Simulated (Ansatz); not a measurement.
# (YN)1(CdO)3 [001] superlattice, started as rocksalt type: from the cell to its phonons

Wanted: phonon frequencies of (YN)1(CdO)3 [001] superlattice, started as rocksalt type and what follows from them.

Program: Ansatz 0.2.0. Level of theory: DFT LDA, scalar-relativistic, plane waves, PAW. Results are calculated unless marked as measured.

This is a report of a sequence of runs, with most program output left out.

The structure was built from a prototype and need not be the compound's stable phase.

## (1) Set-up

It takes space group P4/mmm (No. 123, tetragonal). Conventional cell: a = 3.352 Å, b = 3.352 Å, c = 9.480 Å, α = 90.00°, β = 90.00°, γ = 90.00°. Cd has 5 O at 2.37 Å and 1 N at 2.37 Å nearest. Nearest to Cd lie 6 O at 2.37 Å. N has 4 Y at 2.37 Å and 2 Cd at 2.37 Å nearest. Nearest to O lie 5 Cd at 2.37 Å and 1 Y at 2.37 Å. Nearest to O lie 6 Cd at 2.37 Å. Y has 4 N at 2.37 Å and 2 O at 2.37 Å nearest. Farther neighbours and most contacts between anions are not listed.

As a file:

```cif
data_structure
_symmetry_space_group_name_H-M 'P 1'
_symmetry_Int_Tables_number 1
_cell_length_a 3.3517
_cell_length_b 3.3517
_cell_length_c 9.4800
_cell_angle_alpha 90.000
_cell_angle_beta 90.000
_cell_angle_gamma 90.000
_cell_volume 106.50
loop_
_atom_site_label
_atom_site_type_symbol
_atom_site_fract_x
_atom_site_fract_y
_atom_site_fract_z
_atom_site_occupancy
Cd1 Cd 0.50000 0.50000 0.25000 1
Cd2 Cd 0.00000 0.00000 0.50000 1
Cd3 Cd 0.50000 0.50000 0.75000 1
N4 N 0.50000 0.50000 0.00000 1
O5 O 0.00000 0.00000 0.25000 1
O6 O 0.50000 0.50000 0.50000 1
O7 O 0.00000 0.00000 0.75000 1
Y8 Y 0.00000 0.00000 0.00000 1
```

## (2) Bringing the structure to rest

Harmonic phonons are second derivatives at a point where the forces vanish, and they are wanted at zero stress, so atoms and cell are relaxed first.

input.yaml

```yaml
crystal:
  lattice:
    - [2.37, 2.37, 0.0]
    - [-2.37, 2.37, 0.0]
    - [0.0, 0.0, 9.48]
  atoms:
    - { symbol: Cd, position: [0.5, 0.5, 0.25] }
    - { symbol: Cd, position: [0.0, 0.0, 0.5] }
    - { symbol: Cd, position: [0.5, 0.5, 0.75] }
    - { symbol: "N", position: [0.5, 0.5, 0.0] }
    - { symbol: O, position: [0.0, 0.0, 0.25] }
    - { symbol: O, position: [0.5, 0.5, 0.5] }
    - { symbol: O, position: [0.0, 0.0, 0.75] }
    - { symbol: "Y", position: [0.0, 0.0, 0.0] }
kpoints:
  mp_grid: { grid: [10, 10, 4] }
hamiltonian:
  xc: lda
scf:
  occupations: { method: gaussian, width: 0.1 }
output:
  forces: true
  stress: true
  eigenvalues: true
relax:
  adjacent_minimum: "off"
  f_tol: 0.005
  max_steps: 80
  cell: { stress_tol: 0.05 }
```

The run is started by

```
$ ansatz run input.yaml --threads 8 --pin off --max-ram 14336MiB --backend cpu --events-out ev --progress --plain --runs-dir out
```

Run time: 28 s. Hardware: 8 threads of Arm Neoverse V1, shared host; peak memory 0.76 GiB; 3.5 min of CPU time.

Step by step:

```csv
step,energy less that of the first step (eV),largest force component (eV/Å),pressure (GPa),volume (Å³)
1,0.0000,0.0534,-5.24,106.50
2,-0.1112,0.1866,3.00,101.16
3,-0.1364,0.0612,0.82,102.39
4,-0.1514,0.0511,0.03,102.93
5,-0.1520,0.0103,0.00,103.01
6,-0.1520,0.0092,0.00,103.01
7,-0.1520,0.0004,0.00,103.01
8*,-0.1443,0.0011,-0.12,103.01
9,-0.1446,0.0023,0.00,102.96
10*,-0.1444,0.0023,0.00,102.96
```

Relaxation steps marked * repeat the geometry before them on a plane-wave basis chosen anew for their cell, so energy and pressure can jump there.

Forces are held to the 16 operations that the run works with; a distortion that breaks them can't arise in this run.

```csv
"conventional cell, symmetrised",before,after,change
a (Å),3.352,3.374,+0.7 %
b (Å),3.352,3.374,+0.7 %
c (Å),9.480,9.046,-4.6 %
volume (Å³/atom),13.31,12.87,-3.3 %
```

The atoms that moved most (Å, as changes of fractional coordinates times the final cell):

```csv
atom,dx,dy,dz,length
O7,0.000,0.000,-0.027,0.027
O5,0.000,0.000,0.027,0.027
Cd3,0.000,0.000,-0.011,0.011
Cd1,0.000,0.000,0.011,0.011
```

This step gave:

```
pressure          : -0.004530 GPa
volume per atom   : 12.87 Å³
gap on the k-mesh : 0 eV
```

In this step the volume went from 13.31 to 12.87 Å³/atom.

## (3) Relaxing to small forces for the phonons

Phonons need a cell at rest on their own settings, so the relaxation is repeated with tight tolerances on forces and stress, using the mesh and the filling of the phonon run that follows.

input.yaml

```yaml
crystal:
  lattice:
    - [2.3855680165, 2.3855680165, 0.0]
    - [-2.3855680165, 2.3855680165, 0.0]
    - [0.0, 0.0, 9.0457834973]
  atoms:
    - { symbol: Cd, position: [0.5, 0.5, 0.2511863308] }
    - { symbol: Cd, position: [0.0, 0.0, 0.5] }
    - { symbol: Cd, position: [0.5, 0.5, 0.7488136692] }
    - { symbol: "N", position: [0.5, 0.5, 0.0] }
    - { symbol: O, position: [0.0, 0.0, 0.2529496842] }
    - { symbol: O, position: [0.5, 0.5, 0.5] }
    - { symbol: O, position: [0.0, 0.0, 0.7470503158] }
    - { symbol: "Y", position: [0.0, 0.0, 0.0] }
kpoints:
  mp_grid: { grid: [12, 12, 4] }
hamiltonian:
  xc: lda
scf:
  occupations: { method: methfessel_paxton, width: 0.15 }
output:
  forces: true
  stress: true
  eigenvalues: true
relax:
  adjacent_minimum: "off"
  f_tol: 0.001
  max_steps: 60
  cell: { stress_tol: 0.01 }
```

The job ended after 21 s (8 threads; peak memory 0.81 GiB; 2.7 min of CPU time).

Little changed from the start: no atom moved by 0.005 Å and no cell edge by 0.1 %.

Numbers from this step:

```yaml
pressure: 0.001147 GPa
```

The largest force component left is 0.39 meV/Å and the pressure is 0.001 GPa, within the tolerances set. The cell now holds 12.87 Å³/atom.

## (4) Modes at Γ

The zone centre is the only wavevector solved here; it holds the modes that light can see, as far as symmetry allows. No field response is asked, since the mesh shows no gap.

input.yaml

```yaml
crystal:
  lattice:
    - [2.3854266873, 2.3854266873, 0.0]
    - [-2.3854266873, 2.3854266873, 0.0]
    - [0.0, 0.0, 9.0468021904]
  atoms:
    - { symbol: Cd, position: [0.5, 0.5, 0.2512301606] }
    - { symbol: Cd, position: [0.0, 0.0, 0.5] }
    - { symbol: Cd, position: [0.5, 0.5, 0.7487698394] }
    - { symbol: "N", position: [0.5, 0.5, 0.0] }
    - { symbol: O, position: [0.0, 0.0, 0.2529378217] }
    - { symbol: O, position: [0.5, 0.5, 0.5] }
    - { symbol: O, position: [0.0, 0.0, 0.7470621783] }
    - { symbol: "Y", position: [0.0, 0.0, 0.0] }
kpoints:
  mp_grid: { grid: [12, 12, 4] }
hamiltonian:
  xc: lda
scf:
  occupations: { method: methfessel_paxton, width: 0.15 }
output:
  eigenvalues: true
phonons:
  method: dfpt
```

Run time: 2.4 min. Hardware: 8 threads; peak memory 2.5 GiB.

Numbers from this step:

| Item | Value |
| --- | --- |
| sum-rule residual before enforcement | 6.67e-5 eV/Å² |
| point group | 4/mmm |
| highest optical mode at the zone centre (no LO-TO term) | 514.7 cm⁻¹ |
| lowest optical zone-centre mode | 80.02 cm⁻¹ |

Patterns of degenerate modes are one choice out of their space. Modes at Γ, with each element's share of the kinetic energy:

```csv
mode,frequency (cm⁻¹),symmetry,Cd %,N %,O %,Y %
1,0.0,acoustic,69,3,10,18
2,0.0,acoustic,69,3,10,18
3,0.0,acoustic,69,3,10,18
4,80.0,Eu,73,2,4,21
5,80.0,Eu,73,2,4,21
6,81.2,Eg,96,0,4,0
7,81.2,Eg,96,0,4,0
8,111.2,Eu,45,4,1,50
9,111.2,Eu,45,4,1,50
10,164.0,A2u,85,0,4,11
11,173.0,A1g,99,0,1,0
12,187.0,A2u,32,1,2,64
13,202.6,Eu,8,4,84,4
14,202.6,Eu,8,4,84,4
15,260.5,Eg,4,0,96,0
16,260.5,Eg,4,0,96,0
17,264.3,Eu,4,16,78,3
18,264.3,Eu,4,16,78,3
19,316.2,Eu,1,71,24,4
20,316.2,Eu,1,71,24,4
21,350.1,A2u,10,9,78,3
22,459.7,A2u,2,0,95,3
23,501.2,A1g,1,0,99,0
24,514.7,A2u,2,86,11,1
```

Displacements in mode 5 (80.0 cm⁻¹), the largest set to 1:
```
Cd1 -0.23  0.00  0.00
Cd2  1.00  0.02  0.00
Cd3 -0.23  0.00  0.00
N4  -0.50 -0.01  0.00
O5  -0.21  0.00  0.00
O6   0.60  0.01  0.00
O7  -0.21  0.00  0.00
Y8  -0.63 -0.01  0.00
```

Displacements in mode 21 (350.1 cm⁻¹), the largest set to 1:
```
Cd1  0.00  0.00 -0.11
Cd2  0.00  0.00 -0.16
Cd3  0.00  0.00 -0.11
N4   0.00  0.00  0.59
O5   0.00  0.00  0.90
O6   0.00  0.00  1.00
O7   0.00  0.00  0.90
Y8   0.00  0.00 -0.12
```

Before it was imposed, the acoustic sum rule was missed by 6.7e-5 eV/Å². Small misses are needed for a sound result but don't prove that mesh and cutoff are converged. The lowest optical mode is real, 80.0 cm⁻¹.

## (5) Another isotope, element Cd, natural mass 112.414 amu

An isotope changes the mass and not the force constants, so no new electronic calculation is needed; the shifts show which modes move this element.

The same force constants with the mass of Cd changed from 112.414 to 115.905 u (phonopy, no LO-TO term). Both lists are sorted by frequency; levels can cross, so a row need not hold one and the same mode. Modes under 3 cm⁻¹ are left out. Isotope shifts, by row:

```csv
q,rank,natural mass (cm⁻¹),changed mass (cm⁻¹)
0 0 0,4,80.02,79.12
0 0 0,5,80.02,79.12
0 0 0,6,81.16,79.97
0 0 0,7,81.16,79.97
0 0 0,8,111.2,110.5
0 0 0,9,111.2,110.5
0 0 0,10,164,161.9
0 0 0,11,173,170.4
0 0 0,12,187,186.1
0 0 0,13,202.6,202.3
0 0 0,14,202.6,202.3
0 0 0,15,260.5,260.4
0 0 0,16,260.5,260.4
0 0 0,17,264.3,264.2
0 0 0,18,264.3,264.2
0 0 0,19,316.2,316.2
0 0 0,20,316.2,316.2
0 0 0,21,350.1,349.5
0 0 0,22,459.7,459.6
0 0 0,23,501.2,501.1
0 0 0,24,514.7,514.5
```

A mode of this element alone would shift by -1.52 %. The highest zone-centre frequency without the field goes from 514.7 to 514.5 cm⁻¹ (-0.0 %). The product of the frequency ratios over all optical modes at Γ is 0.899; the product rule, (m/m′)^(3k/2) (M′/M)^(3/2) with k = 3 such atoms and M the mass of the cell, gives 0.900.

## (6) Another isotope, element N, natural mass 14.007 amu

The same for N, from 14.01 to 15.00 u.

The same force constants with the mass of N changed from 14.007 to 15.000 u (phonopy, no LO-TO term). Both lists are sorted by frequency; levels can cross, so a row need not hold one and the same mode. Modes under 3 cm⁻¹ are left out. Isotope shifts, by row:

```csv
q,rank,natural mass (cm⁻¹),changed mass (cm⁻¹)
0 0 0,4,80.02,79.96
0 0 0,5,80.02,79.96
0 0 0,6,81.16,81.16
0 0 0,7,81.16,81.16
0 0 0,8,111.2,111
0 0 0,9,111.2,111
0 0 0,10,164,164
0 0 0,11,173,173
0 0 0,12,187,186.9
0 0 0,13,202.6,202.3
0 0 0,14,202.6,202.3
0 0 0,15,260.5,260.5
0 0 0,16,260.5,260.5
0 0 0,17,264.3,262.7
0 0 0,18,264.3,262.7
0 0 0,19,316.2,308.9
0 0 0,20,316.2,308.9
0 0 0,21,350.1,348.9
0 0 0,22,459.7,459.6
0 0 0,23,501.2,499.9
0 0 0,24,514.7,501.2
```

A mode of this element alone would shift by -3.37 %. The highest zone-centre frequency without the field goes from 514.7 to 501.2 cm⁻¹ (-2.6 %). The product of the frequency ratios over all optical modes at Γ is 0.905; the product rule, (m/m′)^(3k/2) (M′/M)^(3/2) with k = 1 such atoms and M the mass of the cell, gives 0.905.

## (7) Isotope substitution, element O, natural mass 15.999 amu

The same for O, from 16.00 to 18.00 u.

The same force constants with the mass of O changed from 15.999 to 17.999 u (phonopy, no LO-TO term). Both lists are sorted by frequency; levels can cross, so a row need not hold one and the same mode. Modes under 3 cm⁻¹ are left out. Isotope shifts, by row:

```csv
q,rank,natural mass (cm⁻¹),changed mass (cm⁻¹)
0 0 0,4,80.02,79.81
0 0 0,5,80.02,79.81
0 0 0,6,81.16,80.97
0 0 0,7,81.16,80.97
0 0 0,8,111.2,111.2
0 0 0,9,111.2,111.2
0 0 0,10,164,163.6
0 0 0,11,173,172.9
0 0 0,12,187,186.7
0 0 0,13,202.6,192.8
0 0 0,14,202.6,192.8
0 0 0,15,260.5,246.2
0 0 0,16,260.5,246.2
0 0 0,17,264.3,252
0 0 0,18,264.3,252
0 0 0,19,316.2,312.6
0 0 0,20,316.2,312.6
0 0 0,21,350.1,334.2
0 0 0,22,459.7,434.8
0 0 0,23,501.2,472.9
0 0 0,24,514.7,511.7
```

A mode of this element alone would shift by -5.72 %. The highest zone-centre frequency without the field goes from 514.7 to 511.7 cm⁻¹ (-0.6 %). The product of the frequency ratios over all optical modes at Γ is 0.599; the product rule, (m/m′)^(3k/2) (M′/M)^(3/2) with k = 3 such atoms and M the mass of the cell, gives 0.599.

## (8) Results

* space group after relaxation (within 0.01 Å): P4/mmm
* volume per atom: 12.9 Å³
* electronic character: no gap on this mesh
* highest optical mode at the zone centre (no LO-TO term): 515 cm⁻¹
* lowest optical zone-centre mode: 80.0 cm⁻¹
* imaginary modes at Γ (the only wavevector solved): none

In words: The structure is stable against zone-centre distortions, since no mode there is imaginary; other wavevectors were not solved, so zone-boundary instabilities are untested. The optical modes at Γ span 80 to 515 cm⁻¹. No dispersion was computed. The highest mode in this list at Γ, 514.7 cm⁻¹, is mostly motion of N (86 % of the kinetic energy). With no gap, or one that is small against the smearing, the frequencies hang on the k mesh and the smearing, most of all near Kohn anomalies. A semilocal functional can close a gap that the real compound would have, so the metallic treatment may be an artefact of the level. The starting cell was built on a prototype and not taken from a measurement, so the phase need not exist. These are harmonic frequencies at zero temperature: anharmonic shifts, linewidths and thermal expansion are left out.

[Logs are printed without paths, hosts, clocks, repeated set-up lines and the standing remarks that a program may print on its own settings, such as how far it seeks lower states.]

[Hosts, paths, dates, database ids (printed as entryN), source tags and the programs' standing remarks are cut or masked in the printed files.]
